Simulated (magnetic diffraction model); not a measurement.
## Which magnetic order? Nd₂Ti₃Rh

Space group R-3m (no. 166), a = 5.5100 Å, c = 14.2930 Å.

| site | atom | x | y | z |
| --- | --- | --- | --- | --- |
| 6c | Nd | 0 | 0 | 0.8769 |
| 3b | Rh | 2/3 | 1/3 | 5/6 |
| 9e | Ti | 1/2 | 0 | 0 |

The compound is invented for this exercise: a known structure type with other elements, its cell scaled to their sizes and not relaxed.

Only Nd is taken to order (form factors of Nd3+); orders and moment sizes are assumed, and not adapted to the symmetry. Radiation: neutrons of λ = 1.8 Å, 8° to 80°; isotropic B of 0.16 Å² (Nd), 0.16 Å² (Rh) and 0.23 Å² (Ti). The intensities are simulated: I ∝ L Σ (|F_N|² + |F_M⊥|²) for unpolarised neutrons, with F_M = 2.695 fm/μB × Σ f(s) S exp(2πi Q·r) exp(−B s²) at Q = H ± k (one set where k and −k are equivalent), only the part normal to Q counting and L = 1/(sin²θ cos θ). For collinear order S is the moment m, which repeats by lattice and centring translations R with the sign exp(−2πi k·R). Form factors are spin-only for 3d ions and dipole or tabulated for f ions, scattering lengths are Sears's of 1992, and absorption is left out. A label names one of the reflections at its angle. The strongest nuclear line in the range is 100, and lines under 0.2 are left out.

Above the ordering temperature:

```
2θ (°)    index      I
 21.78  (0 0 3)  100.0
 22.94  (1 0 1)   27.9
 26.22  (0 1 2)   27.6
 36.68  (1 0 4)    5.7
 38.13  (1 1 0)   88.7
 43.06  (0 1 5)   22.7
 44.34  (1 1 3)   37.1
 44.40  (0 0 6)    1.1
 44.97  (0 2 1)    2.9
 46.87  (2 0 2)    1.6
 53.95  (0 2 4)   30.9
 57.30  (1 0 7)    4.0
 58.86  (2 0 5)   52.6
 59.93  (1 1 6)    9.0
 60.39  (2 1 1)    9.7
 61.95  (1 2 2)   11.9
 65.08  (0 1 8)   35.8
 67.97  (2 1 4)    4.1
 68.92  (3 0 0)   33.1
 69.04  (0 0 9)    0.3
 70.92  (0 2 7)    2.0
 72.32  (1 2 5)   19.9
```
(The table stops after 22 lines; 2 more lie at higher angle.)

Below it (cell unchanged):

```
2θ (°)      I
 10.84   12.6
 21.78  100.0
 22.05   10.7
 22.94   27.9
 26.22   27.6
 28.44   25.7
 33.73    2.8
 36.68    5.7
 38.13   88.7
 39.76   35.0
 43.06   22.7
 44.34   37.1
 44.40    1.1
 44.48    2.5
 44.97    2.9
 46.45    4.3
 46.87    1.6
 48.25   11.1
 51.25    1.8
 51.81    1.7
 53.57    3.0
 53.95   30.9
 57.30    4.0
 58.86   52.6
 59.93    9.0
 60.00    2.5
 60.39    9.7
 61.61    4.1
 61.95   11.9
 63.10   12.8
 65.08   35.8
 66.12    2.2
 67.64    3.3
 67.97    4.1
 68.92   33.1
 69.04    0.3
```
(The table stops after 36 lines; 9 more lie at higher angle.)

**Question.** Find the propagation vector, then choose among these models:
A. collinear moments along [101], 2.7 μB on Nd; signs + at (0, 0, 0.8769), + at (1/3, 2/3, 0.7898)
B. collinear moments along [100], 2.7 μB on Nd; signs + at (0, 0, 0.8769), − at (1/3, 2/3, 0.7898)
C. collinear moments along [101], 2.7 μB on Nd; signs + at (0, 0, 0.8769), − at (1/3, 2/3, 0.7898)
D. collinear moments along [100], 2.7 μB on Nd; signs + at (0, 0, 0.8769), + at (1/3, 2/3, 0.7898)

The new lines index as (0 0 3/2) at 10.84°, (0 1 1/2) at 22.05°, (1 0 5/2) at 28.44° and (0 1 7/2) at 33.73°, that is as H ± k with k = (0 0 3/2). Half indices mean that the moments reverse under translations with k·R a half-integer, and the magnetic cell has twice the primitive volume.

Magnetic intensity, observed (below minus above) and for each model:

| 2θ (°) | index | observed | A | B | C | D |
| --- | --- | --- | --- | --- | --- | --- |
| 10.84 | (0 0 3/2) | 12.6 | 12.6 | 18.5 | 2.4 | 97.7 |
| 22.05 | (0 1 1/2) | 10.7 | 10.7 | 36.3 | 64.6 | 6.0 |
| 28.44 | (1 0 5/2) | 25.7 | 25.7 | 4.3 | 3.7 | 29.9 |
| 33.73 | (0 1 7/2) | 2.8 | 2.8 | 22.0 | 13.1 | 4.7 |
| 39.76 | (1 1 3/2) | 35.0 | 35.0 | 4.1 | 6.6 | 21.6 |
| 44.48 | (2 0 1/2) | 2.5 | 2.5 | 8.1 | 14.9 | 1.3 |
| 51.25 | (1 1 9/2) | 1.8 | 1.8 | 17.3 | 14.3 | 2.2 |
| 60.00 | (1 2 1/2) | 2.5 | 2.5 | 8.2 | 15.2 | 1.4 |

Model A matches.

The structure used: k = (0 0 3/2), collinear moments along [101], 2.7 μB on Nd; signs + at (0, 0, 0.8769), + at (1/3, 2/3, 0.7898).

[Logs are printed without paths, hosts, clocks, repeated set-up lines and the standing remarks that a program may print on its own settings, such as how far it seeks lower states.]
